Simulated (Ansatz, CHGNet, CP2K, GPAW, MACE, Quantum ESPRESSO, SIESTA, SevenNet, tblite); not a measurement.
## Finding the fault: SIESTA, H15W3C3S4N3 (P-1) (56 atoms)

Program: SIESTA 5.4.2, a calculation on a cell of 30 H, 6 W, 6 C, 8 S and 6 N, 11.1 Å³ an atom.

File input.fdf:

```
SystemLabel cell
NumberOfAtoms 56
NumberOfSpecies 5
%block ChemicalSpeciesLabel
  1 1 H
  2 74 W
  3 6 C
  4 16 S
  5 7 N
%endblock ChemicalSpeciesLabel
LatticeConstant 1.0 Ang
%block LatticeVectors
  9.08470 0.00000 0.00000
  -2.56559 8.79358 0.00000
  -4.28655 -3.61609 7.74969
%endblock LatticeVectors
PAO.BasisSize DZP
PAO.EnergyShift 0.3 Ry
XC.Functional GGA
XC.Authors PBE
MeshCutoff 500 Ry
%block kgrid_Monkhorst_Pack
  1 0 0 0.0
  0 1 0 0.0
  0 0 1 0.0
%endblock kgrid_Monkhorst_Pack
SolutionMethod diagon
OccupationFunction FD
ElectronicTemperature 580 K
SCF.Mixer.Method Pulay
SCF.Mixer.Weight 0.05
SCF.Mixer.History 8
SCF.Mix Hamiltonian
MaxSCFIterations 60
SCF.DM.Tolerance 1e-04
SCF.H.Tolerance 1.0e-3 eV
WriteForces T
Write.HirshfeldPop T
Write.VoronoiPop T
Write.DM F
Write.H F
XML.Write F
AtomicCoordinatesFormat Fractional
%block AtomicCoordinatesAndAtomicSpecies
  0.03860 0.50502 0.36763 1
  0.96740 0.50470 0.63846 1
  0.82023 0.43515 0.31720 1
  0.17254 0.56601 0.68133 1
  0.64486 0.99033 0.97029 1
  0.35290 0.01008 0.03282 1
  0.84148 0.04462 0.98809 1
  0.15735 0.95624 0.01014 1
  0.49218 0.86079 0.52284 1
  0.51138 0.13901 0.47762 1
[... 42 atom lines left out ...]
  0.75094 0.96071 0.99690 5
  0.24625 0.04132 0.99887 5
  0.47433 0.80808 0.41389 5
  0.51950 0.19532 0.59196 5
%endblock AtomicCoordinatesAndAtomicSpecies
```

The run is started by

```sh
$ OMP_NUM_THREADS=1 mpirun -np 2 siesta < input.fdf > output.txt
```

Log:

```text
Version         : 5.4.2
reinit: System Name:
reinit: System Label: cell
initatom: Reading input for the pseudopotentials and atomic orbitals ----------
Species number:   1 Atomic number:    1 Label: H
Species number:   2 Atomic number:   74 Label: W
Species number:   3 Atomic number:    6 Label: C
Species number:   4 Atomic number:   16 Label: S
Species number:   5 Atomic number:    7 Label: N
Ground state valence configuration (from tables):   1s01  2p00  3d00  4f00
Ground state valence configuration (from tables):   6s02  6p00  5d04  5f00
Ground state valence configuration (from tables):   2s02  2p02  3d00  4f00
Ground state valence configuration (from tables):   3s02  3p04  3d00  4f00
Ground state valence configuration (from tables):   2s02  2p03  3d00  4f00
---- Processing specs for species: H
GGA--PBE XC_GGA_X_PBE--XC_GGA_C_PBE pb
---- Processing specs for species: W
GGA--PBE XC_GGA_X_PBE--XC_GGA_C_PBE pb
Semicore shell(s) with  8 electrons included in the valence for W
---- Processing specs for species: C
GGA--PBE XC_GGA_X_PBE--XC_GGA_C_PBE pb
[... lines left out ...]
Total number of electrons:   216.000000
[... lines left out ...]
stepf: Fermi-Dirac step function
        iscf     Eharris(eV)        E_KS(eV)     FreeEng(eV)     dDmax    Ef(eV) dHmax(eV)
[... lines left out ...]
SCF Convergence by DM+H criterion
[... lines left out ...]
SCF cycle converged after 24 iterations
[... lines left out ...]
   Max   14.267348
[... lines left out ...]
   Max   14.267348    constrained
Stress tensor Voigt[x,y,z,yz,xz,xy] (kbar):      852.98      948.09      920.84       24.60      -12.37      -19.14
[... lines left out ...]
siesta: Eions   =     32080.755925
siesta: Ena     =      8044.094001
siesta: Ekin    =      7870.692522
siesta: Enl     =      2184.434537
siesta: DEna    =      1305.799393
siesta: DUscf   =       110.060968
siesta: Ex      =     -4451.973729
siesta: Ec      =      -338.703125
siesta: Exc     =     -4790.676854
siesta: Eharris =    -17356.351336
siesta: Etot    =    -17356.351359
siesta: FreeEng =    -17356.414459
siesta: Final energy (eV):
siesta:  Band Struct. =   -1830.747967
siesta:       Kinetic =    7870.692522
siesta:       Hartree =    9736.649372
siesta:         Exch. =   -4451.973729
siesta:         Corr. =    -338.703125
siesta:   Exch.-corr. =   -4790.676854
siesta:  Ion-electron =  -25022.366596
siesta:       Ion-ion =   -5150.649803
siesta:         Total =  -17356.351359
siesta:         Fermi =      10.656725
siesta: Stress tensor (static) (eV/Ang**3):
siesta:     0.532390   -0.011944   -0.007721
siesta:    -0.011944    0.591749    0.015355
siesta:    -0.007721    0.015355    0.574743
siesta: Cell volume =        619.099766 Ang**3
siesta: Pressure (static):
siesta:                Solid            Molecule  Units
siesta:          -0.00616772         -0.00704032  Ry/Bohr**3
siesta:          -0.56629427         -0.64641225  eV/Ang**3
siesta:        -907.30344742      -1035.66660227  kBar
    Orbital volume contribution        =           3.461016 eV
    (Free)E + p_basis*V_orbitals       =      -17352.953443 eV
    (Free)Eharris+ p_basis*V_orbitals  =      -17352.953421 eV
Hirshfeld Atomic Populations:
Atom #   charge [q] valence [e]  Species
     1    -0.026767    1.026767  H
     2    -0.035293    1.035293  H
     3    -0.019103    1.019103  H
[...]
31     0.288180   13.711820  W
    32     0.251835   13.748165  W
    33     0.281190   13.718810  W
[...]
37     0.237840    3.762160  C
    38     0.239418    3.760582  C
    39     0.245489    3.754511  C
[...]
43    -0.407017    6.407017  S
    44    -0.417086    6.417086  S
    45    -0.381012    6.381012  S
[...]
51     0.197971    4.802029  N
    52     0.211229    4.788771  N
    53     0.187700    4.812300  N
[...]
--------------------
 Total    -0.000060
Voronoi Atomic Populations:
Atom #   charge [q] valence [e]  Species
[...]
29    -0.110864    1.110864  H
    30    -0.114799    1.114799  H
[...]
35     0.498615   13.501385  W
    36     0.462639   13.537361  W
[...]
41     0.436404    3.563596  C
    42     0.429361    3.570639  C
[...]
49    -0.516015    6.516015  S
    50    -0.506705    6.506705  S
[...]
55     0.257765    4.742235  N
    56     0.270709    4.729291  N
--------------------
 Total    -0.000061
```

The job ended after 36 s (2 MPI ranks of Arm Neoverse V1, shared host; peak memory 0.66 GiB; 71 s of CPU time).

Banners, paths, timers and routine set-up lines are dropped from the logs unmarked, and long logs keep their key lines alone; longer cuts are marked.

Against a plane-wave PBE reference:

* r.m.s. difference of force components: 5155 meV/Å
* longest difference of force vectors: 17970 meV/Å
* force difference over r.m.s. force: 590.2 %
* slope of forces against the reference's: 0.4807

**Question.** What is wrong with this input?

Orbitals confined far too tightly: energy shift 0.3 Ry. The sound run has energy shift 0.01 Ry.

The run converged all the same, so the exit status doesn't show the fault.

[Also dropped from logs without a mark: logging warnings of Python, and SIESTA's first energy breakdown and zero terms.]

[Logs are printed without paths, hosts, clocks, repeated set-up lines and the standing remarks that a program may print on its own settings, such as how far it seeks lower states.]

[Hosts, paths, dates, database ids (printed as entryN), source tags and the programs' standing remarks are cut or masked in the printed files.]
